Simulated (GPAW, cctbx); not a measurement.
## KNa3Cl4: deformation density and structure factors from DFT

Question: by how much does bonding change the structure factors of KNa3Cl4?

The cell is our own: ordered rocksalt alloy in the eight-atom cube, 1 of 4 Na sites given to K. All numbers below are calculated.

## Step 1: Relax the structure

The density hangs on the geometry, so cell and atoms are relaxed first, with the symmetry held. The cutoff is set higher than for the density because stress converges slowly with plane waves.

Settings: GPAW 26.7.0, PBE, 650 eV, 4×4×4 k-points, Fermi–Dirac width 0.02 eV, BFGS to 0.02 eV/Å.

```text
cell
1.0
     5.870000000    0.000000000    0.000000000
     0.000000000    5.870000000    0.000000000
     0.000000000    0.000000000    5.870000000
K Cl Na
1 4 3
Direct
0.000000000 0.000000000 0.000000000
0.500000000 0.000000000 0.000000000
0.500000000 0.500000000 0.500000000
0.000000000 0.000000000 0.500000000
0.000000000 0.500000000 0.000000000
0.000000000 0.500000000 0.500000000
0.500000000 0.000000000 0.500000000
0.500000000 0.500000000 0.000000000
```

```console
$ OMP_NUM_THREADS=1 mpirun -n 4 gpaw python run.py > gpaw.log
```

```text
BFGS:    0      -26.975844        0.080085
BFGS:    1      -26.976115        0.077704
BFGS:    2      -26.982844        0.028987
BFGS:    3      -26.984306        0.000676
cell  5.9147 5.9147 5.9147  90.00 90.00 90.00
volume 206.918 A^3, largest force 0.000 eV/A, largest stress 0.00 GPa
```

After 3 steps the volume has changed by +2.3 % and the energy by -0.008 eV; the largest stress left is 0.00 GPa. It took 89 s on 4 cores of Arm Neoverse N1 (shared host), peak memory 1.1 GiB.

Relaxed structure: Pm-3m (no. 221), a = 5.9147 Å, b = 5.9147 Å, c = 5.9147 Å, α = 90.00°, β = 90.00°, γ = 90.00°.

| atom | mult. | x | y | z |
| --- | --- | --- | --- | --- |
| K1 | 1 | 0 | 0 | 0 |
| Cl1 | 3 | 1/2 | 0 | 0 |
| Cl2 | 1 | 1/2 | 1/2 | 1/2 |
| Na1 | 3 | 0 | 1/2 | 1/2 |

## Step 2: The all-electron density

X-rays see the whole electron density, so the PAW density is rebuilt with its core regions. Subtracting spherical free atoms from the same code cancels the cores and leaves the deformation density Δρ, the part due to bonding.

Settings: PBE, 600 eV, 4×4×4 k-points, Fermi–Dirac width 0.02 eV; primitive cell of 8 atoms.

```console
$ OMP_NUM_THREADS=1 mpirun -n 4 gpaw python run.py > gpaw.log
```

```text
|iter:   1|       0s |  -27.336684 | -0.54 |       |
|iter:   2|       3s |  -27.252203 | -2.29 | -1.29 |
|iter:   3|       6s |  -26.940292 | -1.79 | -1.33 |
...
|iter:   7|      16s |  -26.975681c| -6.40 | -3.59 |
|iter:   8|      19s |  -26.975683c| -7.35 | -4.18c|
|iter:   9|      20s |  -26.975683c| -7.61c| -4.91c|
```

```text
grid (70, 70, 70)  electrons 120.000  moved by bonding 1.428 e
deformation density beyond 0.5 A of the nuclei: max 0.058, min -0.020 e/A^3
atom        x       y       z   Voronoi charge  moment
K 1    0.0000  0.0000  0.0000      0.163       0.00
Cl2    0.5000  0.0000  0.0000     -0.275       0.00
Cl3    0.5000  0.5000  0.5000     -0.260       0.00
Cl4    0.0000  0.0000  0.5000     -0.275       0.00
Cl5    0.0000  0.5000  0.0000     -0.275       0.00
Na6    0.0000  0.5000  0.5000      0.308       0.00
Na7    0.5000  0.0000  0.5000      0.308       0.00
Na8    0.5000  0.5000  0.0000      0.308       0.00
mean inner potential of superposed free atoms 9.792 V
total magnetic moment 0.000 muB
```

Deformation density in a plane through the shortest contact of the K atom at the origin, in 0.01 e/Å³ (clipped at ±99); x from -1.6 to 4.6 Å, y from 2.4 down to -2.4 Å:

```text
  0   2   4   4   4   4   4   1  -1  -2  -1   0  -1  -2  -1   1
 -1   0   2   4   5   4   2   0  -1  -2  -2  -1  -2  -2  -1   0
 -1  -1   0   1   2   1   0  -1  -1  -1   0   0   0  -1  -1  -1
 -1  -1  -1   0   0   0  -1  -1   0   1   2   3   2   1   0  -1
  0  -1  -1  -1   1  -1  -1  -1   1   3   4   4   4   3   1  -1
  1   0  -1   4   .   5  -1   0   2   5   3   .   1   5   3   0
  2   0   1   .   .   1   0   0   3   6   1   .   .   6   3   1
  1   0  -1   4   .   5  -1   0   2   5   3   .   1   5   3   0
  0  -1  -1  -1   1  -1  -1  -1   1   3   4   4   4   3   1  -1
 -1  -1  -1   0   0   0  -1  -1   0   1   2   3   2   1   0  -1
 -1  -1   0   1   2   1   0  -1  -1  -1   0   0   0  -1  -1  -1
 -1   0   2   4   5   4   2   0  -1  -2  -2  -1  -2  -2  -1   0
  0   2   4   4   4   4   4   1  -1  -2  -1   0  -1  -2  -1   1
```

Atoms in or within 0.15 Å of the plane: K (0.0, 0.0), Cl (3.0, 0.0) Å. Dots mark points within about 0.45 Å of a nucleus; large values next to them are atomic features.

Cl gains most (-0.27 e) and Na loses most (+0.31 e), in averages over each element's sites; Cl is the most electronegative element, but the order of the others doesn't follow electronegativity. Such charges fall far short of formal ones, since overlapping free atoms already put density on their neighbours. Along the shortest contact from the K atom at the map's origin, K–Cl at 2.96 Å, Δρ is +0.01 e/Å³ at the midpoint and highest, +0.06, 2.13 Å from K (points within 0.5 Å of a nucleus left out): little piles up between the atoms, as in an ionic contact (the run has a band gap). At the midpoints of other shortest contacts it is +0.01 (Cl–Na, 2.96 Å) e/Å³. Point values carry grid noise of about 0.01 e/Å³. The run needed 9 iterations, 33 s.

## Step 3: From the density to structure factors

The Fourier components of Δρ, added to those of the free atoms, give the static X-ray structure factors; the Mott–Bethe relation turns them into the Fourier components V of the potential that fast electrons feel.

```text
static structure factors of the conventional cell: F in electrons, V (Mott-Bethe) in volts
   h  k  l      d  |F| table  |F| free   |F| DFT   change   |V| free  |V| DFT  change %
   0  1  0  5.9147     7.182     7.210     7.346    0.136     0.612    0.507    -17.2
   0  1  1  4.1823     6.698     6.707     6.794    0.088     0.501    0.467     -6.8
   1  1  1  3.4149    12.298    12.326    13.191    0.865     0.949    0.726    -23.5
   0  2  0  2.9574    92.812    92.803    93.457    0.654     5.269    5.142     -2.4
   0  2  1  2.6451     5.567     5.598     5.633    0.035     0.372    0.367     -1.5
   1  2  1  2.4147     5.272     5.312     5.315    0.003     0.347    0.347     -0.1
   0  2  2  2.0912    79.543    79.514    79.484   -0.029     3.922    3.925      0.1
   1  2  2  1.9716     4.598     4.649     4.646   -0.003     0.289    0.289      0.1
   0  3  0  1.9716     4.598     4.649     4.685    0.036     0.289    0.285     -1.1
   0  3  1  1.8704     4.431     4.482     4.496    0.013     0.273    0.272     -0.4
   1  3  1  1.7833     6.848     7.037     6.787   -0.250     0.631    0.649      2.8
   2  2  2  1.7074    70.956    70.938    70.748   -0.190     3.168    3.181      0.4
   0  3  2  1.6404     4.056     4.106     4.115    0.009     0.232    0.232     -0.2
   1  3  2  1.5808     3.964     4.013     4.006   -0.007     0.221    0.221      0.2
```

The largest X-ray change is +0.86 e on 111, 7.0 % of |F|. For electrons V goes as (Z − F)/g², so a change of F counts against Z − F, which is small at low angle and wherever the atoms' terms cancel: |V| of 111 moves by -23.5 % (0.95 to 0.73 V) against +7.0 % in |F|. The tabulated Hartree–Fock atoms differ from the free DFT atoms by up to 0.19 e, so the choice of reference atom matters too.

## Step 4: Answer

Bonding moves 1.43 e in the primitive cell of KNa3Cl4 and changes the structure factors of the conventional cell in the table above by at most 0.86 e (111, 7.0 %). The shortest bond, K–Cl, has Δρ = +0.01 e/Å³ at its midpoint, which with the charge transfer marks a mainly ionic contact. Limits: static density, frozen cores, no spin–orbit coupling.

[Outputs are excerpts: Python notices, other lines and further rows are left out; steps that failed or that the build refused (PBEsol, TPSS) are not shown.]

[Logs are printed without paths, hosts, clocks, repeated set-up lines and the standing remarks that a program may print on its own settings, such as how far it seeks lower states.]
